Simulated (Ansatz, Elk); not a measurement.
# Bonding as seen by X-rays: ScAlNi3

Structure refinements treat a crystal as free atoms side by side. For a made-up structure of ScAlNi3 (cell and positions from a PBEsol relaxation) the runs below show what the calculated density changes in F(hkl).

Program: Elk 11.2.3 (patched build). Level of theory: DFT, PBE, all-electron APW+lo, Dirac cores, scalar-relativistic bands, static density, no spin. Results are calculated unless marked as measured.

The structure was built from a prototype and need not be the compound's stable phase.

## Step 1: The structure

Symmetry: Pm-3m, No. 221, cubic system. Conventional cell: a = 4.235 Å, b = 4.235 Å, c = 4.235 Å, α = 90.00°, β = 90.00°, γ = 90.00°. Nearest to Ni lie 2 Al at 2.12 Å and 8 Ni at 2.99 Å and 4 Sc at 2.99 Å. Nearest to Sc lie 12 Ni at 2.99 Å. Al has 6 Ni at 2.12 Å nearest. Farther neighbours are not listed.

## Step 2: Ground state and structure factors

An all-electron density is needed, since X-rays see the cores too. Task 0 finds the density and task 195 Fourier-transforms it; tshift is off so that phases refer to the origin typed.

The input, elk.in:

```
tasks
  0
  195

xctype
  20

spinpol
  .false.

rgkmax
  7.0

gmaxvr
  14.0

lmaxo
  7

lmaxapw
  8

swidth
  0.002

tshift
  .false.

ramdisk
  .false.

hmaxvr
  5.5

maxscl
  120

epspot
  1e-06

sppath
  './'

avec
  8.00253876987 0.00000000000 0.00000000000
  0.00000000000 8.00253876987 0.00000000000
  0.00000000000 0.00000000000 8.00253876987

atoms
  3
  'Ni.in'
  3
  0.5000000000 0.5000000000 0.0000000000   0.000000 0.000000 0.000000
  0.5000000000 0.0000000000 0.5000000000   0.000000 0.000000 0.000000
  -0.0000000000 0.5000000000 0.5000000000   0.000000 0.000000 0.000000
  'Sc.in'
  1
  0.0000000000 0.0000000000 -0.0000000000   0.000000 0.000000 0.000000
  'Al.in'
  1
  0.5000000000 0.5000000000 0.5000000000   0.000000 0.000000 0.000000

ngridk
  5 5 5
```

Command:

```bash
> OMP_NUM_THREADS=4 elk
```

Numbers of over 12 decimals in the logs are rounded to 6 here.

Output:

```text
┌─────────────────────────┐
│ Elk code version 11.2.3 │
└─────────────────────────┘

All units are atomic (Hartree, Bohr, etc.)

┌─────────────────────────────────────────────────┐
│ Ground-state run starting from atomic densities │
└─────────────────────────────────────────────────┘

Lattice vectors :
   8.002538770       0.000000000       0.000000000
   0.000000000       8.002538770       0.000000000
   0.000000000       0.000000000       8.002538770

Reciprocal lattice vectors :
  0.7851489993       0.000000000       0.000000000
   0.000000000      0.7851489993       0.000000000
   0.000000000       0.000000000      0.7851489993

Unit cell volume      :    512.4875985
Brillouin zone volume :   0.4840121286

Muffin-tin inner radius fraction :   0.1000000000E-01

Nuclei treated as point charges

Species : 1 (Ni)
 parameters loaded from : Ni.in
 name : nickel
 nuclear charge    :   -28.00000000
 electronic charge :    28.00000000
 atomic mass :    106991.5231
 muffin-tin radius :    2.061531853
 number of radial points in muffin-tin :    993
 inner part over the whole radius :   0.9922814973E-02
 number on inner part of muffin-tin    :    698
 approximate nuclear radius :   0.7325707712E-04
 number of mesh points to nuclear radius :    338
 atomic positions (lattice), magnetic fields (Cartesian) :
  1 :   0.50000000  0.50000000  0.00000000    0.00000000  0.00000000  0.00000000
  2 :   0.50000000  0.00000000  0.50000000    0.00000000  0.00000000  0.00000000
  3 :   0.00000000  0.50000000  0.50000000    0.00000000  0.00000000  0.00000000

Species : 2 (Sc)
 parameters loaded from : Sc.in
 name : scandium
 nuclear charge    :   -21.00000000
 electronic charge :    21.00000000
 atomic mass :    81949.61073
 muffin-tin radius :    2.400000000
 number of radial points in muffin-tin :    993
 inner part over the whole radius :   0.9898716403E-02
 number on inner part of muffin-tin    :    698
 approximate nuclear radius :   0.6711386133E-04
 number of mesh points to nuclear radius :    323
 atomic positions (lattice), magnetic fields (Cartesian) :
  1 :   0.00000000  0.00000000  0.00000000    0.00000000  0.00000000  0.00000000

Species : 3 (Al)
 parameters loaded from : Al.in
 name : aluminium
 nuclear charge    :   -13.00000000
 electronic charge :    13.00000000
 atomic mass :    49184.33496
 muffin-tin radius :    1.889737532
 number of radial points in muffin-tin :    793
 inner part over the whole radius :   0.9902806629E-02
 number on inner part of muffin-tin    :    550
 approximate nuclear radius :   0.5839653600E-04
 number of mesh points to nuclear radius :    246
 atomic positions (lattice), magnetic fields (Cartesian) :
  1 :   0.50000000  0.50000000  0.50000000    0.00000000  0.00000000  0.00000000

Total number of atoms per unit cell :    5
Total muffin-tin volume :    196.2718529
 ratio of muffin-tin to unit cell volume :   0.3829787364

Spin treatment :
 spin-unpolarised

Number of Bravais lattice symmetries :   48
Number of crystal symmetries         :   48
Crystal has inversion symmetry
Real symmetric eigensolver will be used

k-point grid :      5     5     5
k-point offset :    0.000000000       0.000000000       0.000000000
k-point set is reduced with full crystal symmetry group
Total number of k-points :       10

Muffin-tin radius times maximum |G+k| :    7.000000000
 using average radius
Maximum |G+k| for APW functions       :    3.341501525
Maximum (1/2)|G+k|²                   :    5.582816222
Maximum |G| for potential and density :    14.00000000
Constant for pseudocharge density :    8
 order of it for each species :   15  15  15
 order of it for pair densities of each species (exact exchange by exxq0 0: 16) :    9  13   7
Radial integration step length :    1

G-vector grid sizes :     36    36    36
Number of G-vectors :    23703

Maximum angular momentum used for
 APW functions            :    8
 outer part of muffin-tin :    7
 inner part of muffin-tin :    2

Total nuclear charge    :   -118.0000000
[...]
electron entropic           :    -0.99939415727778E-03
 total energy                :     -5569.8198648575

Density of states at Fermi energy :    80.03004986
 (states/Hartree/unit cell)

Estimated indirect band gap :   0.1874136132E-02
 from k-point 8 to k-point 2
Estimated direct band gap   :   0.8505945384E-02
 at k-point 8

Charges :
 core                        :    50.00000000
 valence                     :    68.00000000
 interstitial                :    7.415984915
 muffin-tins (core leakage)
  species : 1 (Ni)
   atom 1                    :    27.08758669     (  0.1651215498E-02)
[...]
species : 2 (Sc)
[...]
species : 3 (Al)
[...]
total in muffin-tins        :    110.5840151
 total calculated charge     :    117.9925096
 total charge                :    118.0000000
 error                       :   0.7490396570E-02

RMS change in Kohn-Sham potential (target) :   0.5821842749     (  0.1000000000E-05)
Absolute change in total energy (target)   :   0.2689227057     (  0.1000000000E-03)

[... loops 3 to 18 left out ...]

┌──────────────────┐
│ Loop number : 19 │
└──────────────────┘

Energies :
 Fermi                       :     0.248168
 sum of occupied eigenvalues :     -3198.9632876745
 electron kinetic            :      5649.6252165563
 core electron kinetic       :      5055.4629919776
 Coulomb                     :     -10970.486514944
 Coulomb potential           :     -8525.9027279695
 nuclear-nuclear             :     -865.14829636753
 electron-nuclear            :     -11710.318455510
 Hartree                     :      1604.9802369336
 Madelung                    :     -6707.5351509592
 xc potential                :     -322.68577626127
 exchange                    :     -243.21742817287
 correlation                 :     -5.394862
 electron entropic           :    -0.17341221075177E-02
 total energy                :     -5569.4753227658

Density of states at Fermi energy :    133.6145852
 (states/Hartree/unit cell)

Estimated indirect band gap :   0.6926354790E-02
 from k-point 5 to k-point 8
Estimated direct band gap   :   0.1746219747E-01
 at k-point 6

Charges :
 core                        :    50.00000000
 valence                     :    68.00000000
 interstitial                :    8.422594800
 muffin-tins (core leakage)
  species : 1 (Ni)
[...]
species : 2 (Sc)
[...]
species : 3 (Al)
[...]
total in muffin-tins        :    109.5774052
 total calculated charge     :    117.9925591
 total charge                :    118.0000000
 error                       :   0.7440932211E-02

RMS change in Kohn-Sham potential (target) :   0.2474641201E-06 (  0.1000000000E-05)
Absolute change in total energy (target)   :   0.4213288776E-05 (  0.1000000000E-03)

Convergence targets achieved

┌──────────────────┐
│ Loop number : 20 │
└──────────────────┘

Energies :
 Fermi                       :     0.248168
 sum of occupied eigenvalues :     -3198.9632942759
 electron kinetic            :      5649.6252066125
 core electron kinetic       :      5055.4629931047
 Coulomb                     :     -10970.486507790
 Coulomb potential           :     -8525.9027334216
 nuclear-nuclear             :     -865.14829636753
 electron-nuclear            :     -11710.318435880
 Hartree                     :      1604.9802244578
 Madelung                    :     -6707.5351410789
 xc potential                :     -322.68576746684
 exchange                    :     -243.21742748273
 correlation                 :     -5.394862
 electron entropic           :    -0.17341221306197E-02
 total energy                :     -5569.4753248702

Density of states at Fermi energy :    133.6145834
 (states/Hartree/unit cell)

Estimated indirect band gap :   0.6926351757E-02
 from k-point 5 to k-point 8
Estimated direct band gap   :   0.1746219494E-01
 at k-point 6

Charges :
 core                        :    50.00000000
 valence                     :    68.00000000
 interstitial                :    8.422595243
 muffin-tins (core leakage)
  species : 1 (Ni)
[...]
atom 3                    :    26.54621080     (  0.1678114517E-02)
  species : 2 (Sc)
   atom 1                    :    18.90432687     ( -0.2164020163E-06)
  species : 3 (Al)
   atom 1                    :    11.03444548     (  0.2535433462E-02)
 total in muffin-tins        :    109.5774048
 total calculated charge     :    117.9925591
 total charge                :    118.0000000
 error                       :   0.7440932258E-02

┌──────────────────────────────┐
│ Self-consistent loop stopped │
└──────────────────────────────┘

Warning : core states of species 1 leak from the muffin-tin :   0.1678114517E-02

Warning : core states of species 3 leak from the muffin-tin :   0.2535433462E-02

Wrote STATE.OUT
```

The job ended after 19 s (4 threads of Arm Neoverse V2, shared host; peak memory 0.19 GiB; 45 s of CPU time).

SFACRHO.OUT:

```text

h k l indices transformed by vhmat matrix:
   1.000000000       0.000000000       0.000000000    
   0.000000000       1.000000000       0.000000000    
   0.000000000       0.000000000       1.000000000    

      h      k      l  multipl.   |H|            Re(F)            Im(F)           |F|

      0      0      0      1   0.0000000       118.00000      0.24802985E-16   118.00000    
      0      1      0      6  0.78514900      -18.664003      0.31994054E-13   18.664003    
      0     -1      1     12   1.1103684       2.2909119     -0.24518844E-14   2.2909119    
      1     -1     -1      8   1.3599180       71.820328      0.19502846E-13   71.820328    
     -2      0      0      6   1.5702980       85.021555      0.56487969E-13   85.021555    
     -1      0     -2     24   1.7556465      -14.702360     -0.48726320E-13   14.702360    
     -2      1      1     24   1.9232144       1.6211871     -0.43800851E-13   1.6211871    
     -2      2      0     12   2.2207367       71.640824      0.37828175E-14   71.640824    
     -2     -1      2     24   2.3554470      -12.916999     -0.36675312E-13   12.916999    
      3      0      0      6   2.3554470      -12.962034      0.15130861E-13   12.962034    
     -3      0     -1     24   2.4828591       1.5000240     -0.39494647E-14   1.5000240    
     -3     -1      1     24   2.6040446       50.886196      0.97170730E-14   50.886196    
      2      2      2      8   2.7198359       62.565657     -0.13264176E-12   62.565657    
      0     -2     -3     24   2.8308950      -11.479182     -0.39320883E-13   11.479182    
     -2      3      1     48   2.9377586       1.4342686     -0.27678533E-13   1.4342686    
      0      0      4      6   3.1405960       55.930541     -0.75497558E-13   55.930541    
      0      4     -1     24   3.2372523      -10.292946      0.33159602E-14   10.292946    
      3      2      2     24   3.2372523      -10.197191      0.58806781E-13   10.197191
```

Elk indexes on the primitive cell of elk.in and gives |H| = 4π sin θ/λ in inverse bohr. Below, one row stands for each form hkl of the conventional cell (m members, Friedel mates merged), F is for one primitive cell and the density is static (no thermal factor). Free-atom factors are Waasmaier and Kirfel's, and R is Σm||F|−|F'||/Σm|F|.

| hkl | m | sin θ/λ (Å⁻¹) | abs F, DFT | neutral atoms | diff. |
| --- | --- | --- | --- | --- | --- |
| 100 | 6 | 0.118 | 18.664 | 18.222 | +0.442 |
| 110 | 12 | 0.167 | 2.291 | 2.500 | -0.209 |
| 111 | 8 | 0.204 | 71.820 | 71.885 | -0.065 |
| 200 | 6 | 0.236 | 85.022 | 85.390 | -0.369 |
| 210 | 24 | 0.264 | 14.702 | 14.854 | -0.152 |
| 211 | 24 | 0.289 | 1.621 | 1.631 | -0.010 |
| 220 | 12 | 0.334 | 71.641 | 71.864 | -0.223 |
| 221 | 24 | 0.354 | 12.917 | 13.061 | -0.144 |
| 300 | 6 | 0.354 | 12.962 | 13.061 | -0.099 |
| 310 | 24 | 0.373 | 1.500 | 1.450 | +0.050 |
| 311 | 24 | 0.392 | 50.886 | 50.969 | -0.082 |
| 222 | 8 | 0.409 | 62.566 | 62.663 | -0.097 |
| 320 | 24 | 0.426 | 11.479 | 11.566 | -0.087 |
| 321 | 48 | 0.442 | 1.434 | 1.402 | +0.032 |
| 400 | 6 | 0.472 | 55.931 | 55.918 | +0.013 |
| 410 | 24 | 0.487 | 10.293 | 10.254 | +0.039 |
| 322 | 24 | 0.487 | 10.197 | 10.254 | -0.057 |
| 330 | 12 | 0.501 | 1.458 | 1.413 | +0.045 |
| 411 | 24 | 0.501 | 1.527 | 1.413 | +0.113 |
| 331 | 24 | 0.515 | 40.817 | 40.854 | -0.037 |
| 420 | 24 | 0.528 | 50.764 | 50.767 | -0.004 |
| 421 | 48 | 0.541 | 9.120 | 9.109 | +0.011 |

## Step 3: The highest occupied states alone

An energy window below the Fermi level keeps the highest occupied states, to see at which angles they scatter; shallow core shells can lie inside it and anion s states outside. No new self-consistency is needed.

elk.in, as its differences from that of step 2:

```diff
@@ -1,3 +1,2 @@
 tasks
-  0
   195
@@ -40,2 +39,5 @@
 
+wsfac
+  -0.192820 0.548170
+
 sppath
```

Command:

```bash
> OMP_NUM_THREADS=4 elk
```

Output:

```text
┌─────────────────────────────────┐
│ Elk code version 11.2.3 started │
└─────────────────────────────────┘

Info(readinput): the functional depends on the density's gradient
 muffin-tin radial points multiplied by    2.00000
 (not where nrmtscf is given)

┌────────────────────┐
│ Current task : 195 │
└────────────────────┘
Info(checkmt): changed muffin-tin radius of species 1 (Ni) from   2.4000 to   2.0615
Info(checkmt): changed muffin-tin radius of species 3 (Al) from   2.2000 to   1.8897

Info(sfacrho): density structure factors written to SFACRHO.OUT

 Energy window :  -0.1928200000      0.5481700000

┌──────────────────┐
│ Elk code stopped │
└──────────────────┘
```

Run time: 7.4 s. Hardware: 4 threads; peak memory 0.16 GiB.

States within 12 eV below the Fermi level hold 36.00 electrons; any levels below the window count with the cores. Their amplitudes can exceed the total, where window and core parts have opposite phase:

| hkl | sin θ/λ (Å⁻¹) | abs F, window | abs F, all |
| --- | --- | --- | --- |
| 100 | 0.118 | 8.380 | 18.664 |
| 110 | 0.167 | 5.789 | 2.291 |
| 111 | 0.204 | 17.157 | 71.820 |
| 200 | 0.236 | 15.113 | 85.022 |
| 210 | 0.264 | 4.199 | 14.702 |
| 211 | 0.289 | 4.033 | 1.621 |
| 220 | 0.334 | 10.272 | 71.641 |
| 221 | 0.354 | 2.917 | 12.917 |
| 300 | 0.354 | 2.954 | 12.962 |
| 310 | 0.373 | 2.791 | 1.500 |

## Step 4: Another functional

The difference from free atoms is small, so it is set against the change that LDA (Perdew-Wang) makes.

elk.in, as its differences from that of step 3:

```diff
@@ -1,2 +1,3 @@
 tasks
+  0
   195
@@ -4,3 +5,3 @@
 xctype
-  20
+  3
 
@@ -39,5 +40,2 @@
 
-wsfac
-  -0.192820 0.548170
-
 sppath
```

Command:

```bash
> OMP_NUM_THREADS=4 elk
```

Output:

```text
┌─────────────────────────┐
│ Elk code version 11.2.3 │
└─────────────────────────┘

All units are atomic (Hartree, Bohr, etc.)

┌─────────────────────────────────────────────────┐
│ Ground-state run starting from atomic densities │
└─────────────────────────────────────────────────┘

Lattice vectors :
   8.002538770       0.000000000       0.000000000
   0.000000000       8.002538770       0.000000000
   0.000000000       0.000000000       8.002538770

Reciprocal lattice vectors :
  0.7851489993       0.000000000       0.000000000
[...]
species : 2 (Sc)
   atom 1                    :    18.92193790     ( -0.3512670833E-05)
  species : 3 (Al)
   atom 1                    :    11.04519670     (  0.2677220009E-02)
 total in muffin-tins        :    109.6508143
 total calculated charge     :    117.9921624
 total charge                :    118.0000000
 error                       :   0.7837562079E-02

┌──────────────────────────────┐
│ Self-consistent loop stopped │
└──────────────────────────────┘

Warning : core states of species 1 leak from the muffin-tin :   0.1759539431E-02

Warning : core states of species 3 leak from the muffin-tin :   0.2677220009E-02

Wrote STATE.OUT
[key lines of the parts left out:]
total energy                :     -5559.5431233046
```

Elapsed: 10 s, on 4 threads; peak memory 0.16 GiB.

Against the first run R = 0.09 %; the largest change is -0.058 at 220.

## Step 5: A coarser k-mesh

About half the k-points along each axis test the sampling.

elk.in, as its differences from that of step 4:

```diff
@@ -5,3 +5,3 @@
 xctype
-  3
+  20
 
@@ -63,2 +63,2 @@
 ngridk
-  5 5 5
+  2 2 2
```

Command:

```bash
> OMP_NUM_THREADS=4 elk
```

Output:

```text
┌─────────────────────────┐
│ Elk code version 11.2.3 │
└─────────────────────────┘

All units are atomic (Hartree, Bohr, etc.)

┌─────────────────────────────────────────────────┐
│ Ground-state run starting from atomic densities │
└─────────────────────────────────────────────────┘

Lattice vectors :
   8.002538770       0.000000000       0.000000000
   0.000000000       8.002538770       0.000000000
   0.000000000       0.000000000       8.002538770

Reciprocal lattice vectors :
  0.7851489993       0.000000000       0.000000000
[...]
species : 2 (Sc)
   atom 1                    :    18.85538013     ( -0.2164140085E-06)
  species : 3 (Al)
   atom 1                    :    11.03045843     (  0.2533383579E-02)
 total in muffin-tins        :    109.4697855
 total calculated charge     :    117.9926903
 total charge                :    118.0000000
 error                       :   0.7309713078E-02

┌──────────────────────────────┐
│ Self-consistent loop stopped │
└──────────────────────────────┘

Warning : core states of species 1 leak from the muffin-tin :   0.1671469931E-02

Warning : core states of species 3 leak from the muffin-tin :   0.2533383579E-02

Wrote STATE.OUT
[key lines of the parts left out:]
total energy                :     -5569.4643253508
```

Wall time 14 s (4 threads); peak memory 0.18 GiB.

Against the first run R = 0.05 %; the largest change is -0.083 at 111.

## Step 6: Settings against the effect

| run | R against the first run (%) | R against neutral atoms, low angle (%) | wall time |
| --- | --- | --- | --- |
| PBE, rgkmax 7 | 0.00 | 0.73 | 19 s |
| LDA (Perdew-Wang) | 0.09 | 0.72 | 10 s |
| k-mesh 2×2×2 | 0.05 | 0.80 | 14 s |

## Step 7: Outcome

| Quantity | Value |
| --- | --- |
| R against neutral atoms, sin θ/λ < 0.3 Å⁻¹ | 0.73 % |
| R against neutral atoms, 0.3 to 0.83 Å⁻¹ | 0.39 % |

In words: Independent neutral atoms miss the calculated amplitudes by R = 0.73 % below 0.3 Å⁻¹ and 0.39 % from there to 0.83 Å⁻¹; by shells, 2.37 % below 0.15 Å⁻¹ (1 form), 0.61 % 0.15 to 0.3 (5 forms), 0.43 % 0.3 to 0.45 (8 forms), 0.39 % above 0.45 (43 forms). Bonding, aspherical density and the tables' own atoms all enter these figures, and the runs don't part them. The largest change of an amplitude is +0.44 electrons, at 100. The window's part falls from 36.0 electrons at the origin to at most 5.69 between 0.45 and 0.83 Å⁻¹, where compact states inside the window still scatter. Below 0.3 Å⁻¹ the changes that finished (LDA (Perdew-Wang) and k-mesh 2×2×2) move F by R = 0.09 % at most, against the 0.73 % that separates it from free atoms. The basis has no finished test. These runs have no spin, though d or f shells may be open. Part of the difference isn't bonding: the tables are fits to free atoms and ions calculated by other methods than this functional. Thermal motion, anomalous dispersion and extinction are left out.

[Logs are printed without paths, hosts, clocks, repeated set-up lines and the standing remarks that a program may print on its own settings, such as how far it seeks lower states.]

[Hosts, paths, dates, database ids (printed as entryN), source tags and the programs' standing remarks are cut or masked in the printed files.]
